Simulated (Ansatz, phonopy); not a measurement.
# Grüneisen parameters and expansion of KF (Carobbiite, Fm-3m), part 5 of 5

Which modes of KF (Carobbiite) drive its thermal expansion?

What experiment has found for this phase:
- volume expansion coefficient 104.4 1e-6/K and heat capacity C_P per formula unit 49 J/mol/K near room temperature (given in “High-Throughput Prediction of Finite-Temperature Properties using the Quasi-Harmonic Approximation”, 2016, arXiv:1603.06924)
- volume expansion coefficient 95.1 1e-6/K near room temperature (given in “Descriptors for thermal expansion in solids”, 2017, arXiv:1701.03966)

Ansatz 0.2.0; DFT LDA, scalar-relativistic, plane waves, PAW.

So far. Step 14 (Phonons, V/V0 0.97): No mode is imaginary beyond numerical noise at the solved wavevectors. The highest zone-centre mode (no LO–TO term) moved by +7.5 % for a volume change of -3.0 %. Step 15 (Single point at a scaled cell, V/V0 1.05): The run ends at a pressure of -1.89 GPa.

**16. Lattice dynamics at this volume, V/V0 1.05**

The same q-mesh and k-mesh are kept at every volume, so that much of their error can cancel in the differences.

Input file input.yaml:

```yaml
crystal:
  lattice:
    - [0.0, 2.6233902039, 2.6233902039]
    - [2.6233902039, 0.0, 2.6233902039]
    - [2.6233902039, 2.6233902039, 0.0]
  atoms:
    - { symbol: K, position: [0.0, 0.0, 0.0] }
    - { symbol: F, position: [0.5, 0.5, 0.5] }
kpoints:
  mp_grid: { grid: [8, 8, 8] }
hamiltonian:
  xc: lda
scf:
  occupations: { method: fixed }
output:
  eigenvalues: true
phonons:
  method: dfpt
  dielectric: true
  rigid_motions: translations
  qmesh: [4, 4, 4]
  temperatures: { t_max: 1000, t_step: 50 }
  qpath:
    path:
      - [[0.0, 0.0, 0.0], [0.5, 0.0, 0.5], [0.625, 0.25, 0.625]]
      - [[0.375, 0.375, 0.75], [0.0, 0.0, 0.0], [0.5, 0.5, 0.5], [0.5, 0.25, 0.75], [0.5, 0.0, 0.5]]
    npoints: 10
```

The run is started by

```bash
> ansatz run input.yaml --threads 4 --pin off --max-ram 8192MiB --backend cpu --events-out ev --progress --plain --runs-dir out
```

Numbers of over 12 decimals in the logs are rounded to 6 here.

The program printed:

```text
[...]
Crystal: 2 atoms, lattice volume = 36.109 Å³
Basis set: ecut = 420 eV, 725 PW (Γ), exchange–correlation on 50×50×50 points (8 copies of the dense FFT grid, shifted against one another)
Bands: 12, of which v1, the nominal top of the filled ones, is band 8 counted from 1 (7 counted from 0)
Symmetry: 48 space group operations
k-points: 59 of 512 (irreducible under 8 space group operations, time reversal used)
[...]
optical modes at Γ + LO–TO along q̂ = [0.0000, 1.0000, 0.0000]:
      ω (cm⁻¹)  modes    IR ((D/Å)²/amu)
        185.75      2             4.7117
        319.34      1             2.3558
  optical modes at Γ + LO–TO along q̂ = [0.0000, 0.0000, 1.0000]:
      ω (cm⁻¹)  modes    IR ((D/Å)²/amu)
        185.75      2             4.7117
        319.34      1             2.3558
--- Phonons (arbitrary-q DFPT): 8 irreducible q on the 4×4×4 mesh ---
[...]
interpolated dispersion: 63 rows × 6 modes
[...]
[key lines of the parts left out:]
SCF converged after 8 iterations
Free energy (F): -2292.768136 eV
Fermi energy:    1.400578 eV
```

It took 49 s on 4 threads of Arm Neoverse V1, shared host; peak memory 0.68 GiB; 3.2 min of CPU time.

LO-TO term included. Phonon branches along the path, in cm⁻¹:

```
    point  branch 1  branch 2  branch 3  branch 4  branch 5  branch 6
        Γ         0         0         0       186       186       319
  halfway        66        66       142       189       189       265
        X        92        92       171       191       191       202
  halfway        97       110       167       189       196       201
        U       108       146       154       183       198       208
jump to K       108       146       154       183       198       208
  halfway        82        98       138       174       191       281
        Γ         0         0         0       186       186       319
  halfway        77        77       120       181       181       299
        L       115       115       173       173       198       259
  halfway       117       130       172       179       190       234
        W       138       139       139       196       196       196
  halfway       108       116       162       193       194       200
        X        92        92       171       191       191       202
```

The phonon branches as a text plot (rows in cm⁻¹):

```
    313 |***                        ********
    299 |   *                    ***        *
    286 |    **                 *            **
    273 |                                      *
    259 |      *               *                ****
    246 |       *            **                     **
    233 |                   *                         *
    220 |        *         *                           **
    206 |         *********                              *    ***
    193 |  ***************************          *****************
    180 |**       **     ****   ***************** *******
    166 |        *  *****  *****              *  *    **      ***
    153 |       *        **    *                        *   **
    140 |      *         ***    *            *          ****
    126 |    **         *   *                       ****** ***
    113 |              *  ****** *          *  *********     **
    100 |   *         ****     **          *  *               ***
     86 |        ******         ****         *                  *
     73 |       *                         * *
     60 |  * ***                 ****      *
     47 |   *                     ***    **
     33 | **                        **   *
     20 | *                          *  *
      7 |*                            **
         Γ           X  U|K            Γ         L        W     X
```

No mode is imaginary beyond numerical noise at the solved wavevectors. The highest zone-centre mode (no LO–TO term) moved by -11.8 % for a volume change of +5.0 %.

**17. Mode Grüneisen parameters**

This step: DFT LDA, scalar-relativistic, plane waves, PAW (phonopy 4.10.0).

This step gave:

| Item | Value |
| --- | --- |
| share of modes with a negative Grüneisen parameter | 0.111 |

Mean Grüneisen, by row:

```
T (K)  heat-capacity-weighted mean  root mean square
   50                        0.959             1.492
  100                        1.335              1.71
  200                        1.454             1.773
  300                        1.476             1.784
  500                        1.487             1.789
  800                        1.491             1.791
```

Mean mode Grueneisen parameter against wavenumber:

```
wavenumber (cm⁻¹)  mean mode Grueneisen parameter
                6                               -
               17                          -0.975
               28                           0.768
               39                        -0.00838
               51                           0.455
               62                           0.329
               73                           0.154
               84                           0.139
               96                           0.245
              107                           0.644
              118                            1.05
              130                             1.4
              141                           0.989
              152                           0.958
              163                           0.838
              174                            1.12
              186                             1.4
              197                            2.25
              208                            2.38
              220                            2.51
              231                            2.13
              242                            1.62
              253                            1.38
              264                            1.28
              276                            1.21
              287                            1.18
              298                            1.19
              310                            1.19
              321                             1.2
              332                            1.22
```

Volume series, by row:

```
 V/V0  V (Å³/atom)  pressure (GPa)  E - E0 (meV/atom)  gap (eV)  zero-point energy (meV/atom)  lowest on the path (cm⁻¹)  highest at Gamma without the LO-TO term (cm⁻¹)
 0.97        16.68           1.436              2.251     6.548                         34.74                          0                                           226.4
0.985        16.94           0.685              0.564     6.456                         33.89                          0                                           218.4
    1        17.19               0                  0     6.368                         33.06                          0                                           210.6
1.015        17.45          -0.628              0.573     6.284                         32.24                          0                                           202.9
 1.03        17.71            -1.2              1.948     6.201                         31.44                          0                                           195.5
 1.05        18.05          -1.888               5.32     6.096                         30.41                          0                                           185.8
```

Optical frequency at Gamma without the LO-TO term, mode 4 against V/V0:

```
  V/V0  optical frequency at Gamma without the LO-TO term, mode 4 (cm⁻¹)
0.9700                                                               226
0.9850                                                               218
1.0000                                                               211
1.0150                                                               203
1.0300                                                               195
1.0500                                                               186
```

Grüneisen at points, by row:

```
point  branch  frequency (cm⁻¹)  mode Grüneisen parameter
    Γ       4             210.6                      2.45
    Γ       6               339                      1.23
    X       1                87                     -1.39
    X       3               170                     -0.41
    X       4             217.8                      2.58
    X       6             227.8                      2.51
    U       1             111.2                      0.65
    U       2             151.3                       0.7
    U       3             152.3                     -0.49
    U       4             207.9                       2.5
    U       5             225.2                      2.54
    U       6             230.3                      2.07
    K       1             111.2                      0.65
    K       2             151.3                       0.7
    K       3             152.3                     -0.49
    K       4             207.9                       2.5
    K       5             225.2                      2.54
    K       6             230.3                      2.07
    L       1               129                      2.27
    L       3             193.4                      2.22
    L       5               210                      1.25
    L       6               275                      1.26
    W       1             135.6                     -0.64
    W       3             151.5                      1.84
    W       4             214.6                      1.85
    W       5             223.2                      2.56
```

**18. Free-energy fit**

Numbers from this step:

* volume expansion coefficient at 300 K: 93.77 1e-6/K
* isothermal bulk modulus at 300 K: 37.08 GPa
* C_P at 300 K: 24.56 J/mol-atom/K
* Grüneisen parameter at 300 K: 1.578

Table of energy (each curve on its own zero) by volume; values in meV/atom:

```
volume (Å³/atom)  static  F at 0 K  F at 300 K  F at 900 K
          16.679    2.25      4.36        7.03        15.7
          16.937    0.56      1.82         3.5        8.85
          17.195       0      0.43        1.08        3.08
          17.453    0.57      0.18       -0.23       -1.65
          17.711    1.95      0.76       -0.76       -5.67
          18.055    5.32       3.1        0.04       -9.61
```

Phonopy-qha, vinet fit of F(V) at each temperature; no electronic free energy. Qha vinet, by row:

```
T (K)  fitted volume (Å³/atom)  alpha_V (1e-6/K)  B_T (GPa)  C_P (J/mol-atom/K)  Grueneisen
   75                    17.42             32.89      41.44                11.1       1.271
  100                    17.44             48.84      41.05               15.25       1.382
  125                    17.46             60.66       40.6               18.09       1.445
  150                    17.49             69.19      40.13               20.02       1.484
  175                    17.52             75.54      39.64               21.37       1.509
  200                    17.55             80.48      39.14               22.35       1.528
  225                    17.59             84.51      38.63               23.09       1.543
  250                    17.63             87.95      38.12               23.68       1.556
  275                    17.67             90.99       37.6               24.16       1.567
  300                    17.71             93.77      37.08               24.56       1.578
  325                    17.75             96.39      36.55               24.91       1.588
  350                    17.79              98.9      36.02               25.22       1.598
  375                    17.84             101.3      35.48               25.51       1.608
```

Volume expansion coefficient, phonopy-qha, Vinet against temperature:

```
temperature (K)  volume expansion coefficient, phonopy-qha, Vinet (1e-6/K)
             75                                                       32.9
            100                                                       48.8
            125                                                       60.7
            150                                                       69.2
            175                                                       75.5
            200                                                       80.5
            225                                                       84.5
            250                                                       88.0
            275                                                       91.0
            300                                                       93.8
            325                                                       96.4
            350                                                       98.9
            375                                                        101
```

The fit gives a volume expansion of 93.8 × 10⁻⁶/K at 300 K.

**19. Results**

* volume expansion coefficient at 300 K: 93.77 1e-6/K
* isothermal bulk modulus at 300 K: 37.08 GPa
* C_P at 300 K: 24.56 J/mol-atom/K
* Grüneisen parameter at 300 K: 1.578
* mean mode Grüneisen parameter at 300 K: 1.48

In words: Near room temperature KF (Carobbiite) expands by 93.8 × 10⁻⁶/K in volume by LDA, with C_P = 24.6 J/(mol K) per mole of atoms and B_T = 37.1 GPa. The table stops at 375 K because beyond it the fitted volume comes within 1 % of the largest computed cell, where the fit loses its support. C_P at room temperature is 98 % of the classical 3R an atom. A measured volume expansion coefficient near room temperature is 104.4 1e-6/K (arXiv:1603.06924); the calculated 93.8 1e-6/K differs by -10 %. A measured heat capacity per formula unit near room temperature is 49 J/mol/K (arXiv:1603.06924); the calculated 49.1 J/mol/K agrees within half a per cent. The heat-capacity-weighted Grüneisen parameter goes from 0.959 at 50 K to 1.49 at 800 K; 11 % of the modes stiffen on expansion. Weighting γ by the density of states and each mode's heat capacity at 300 K, modes below 110 cm⁻¹ give about 4 % of the sum of γC that drives the expansion, those up to 220 cm⁻¹ 75 % and the rest 22 %. Among the labelled points γ is largest for branch 4 at X (218 cm⁻¹, 2.6) and most negative for branch 1 at X (87 cm⁻¹, -1.4). The PAW files were made for PBE and are used here under another functional, for which the program regenerates the frozen cores.

[Logs are printed without paths, hosts, clocks, repeated set-up lines and the standing remarks that a program may print on its own settings, such as how far it seeks lower states.]

[Hosts, paths, dates, database ids (printed as entryN), source tags and the programs' standing remarks are cut or masked in the printed files.]

[A step with changed settings may run another functional than the one named; its input shows which.]


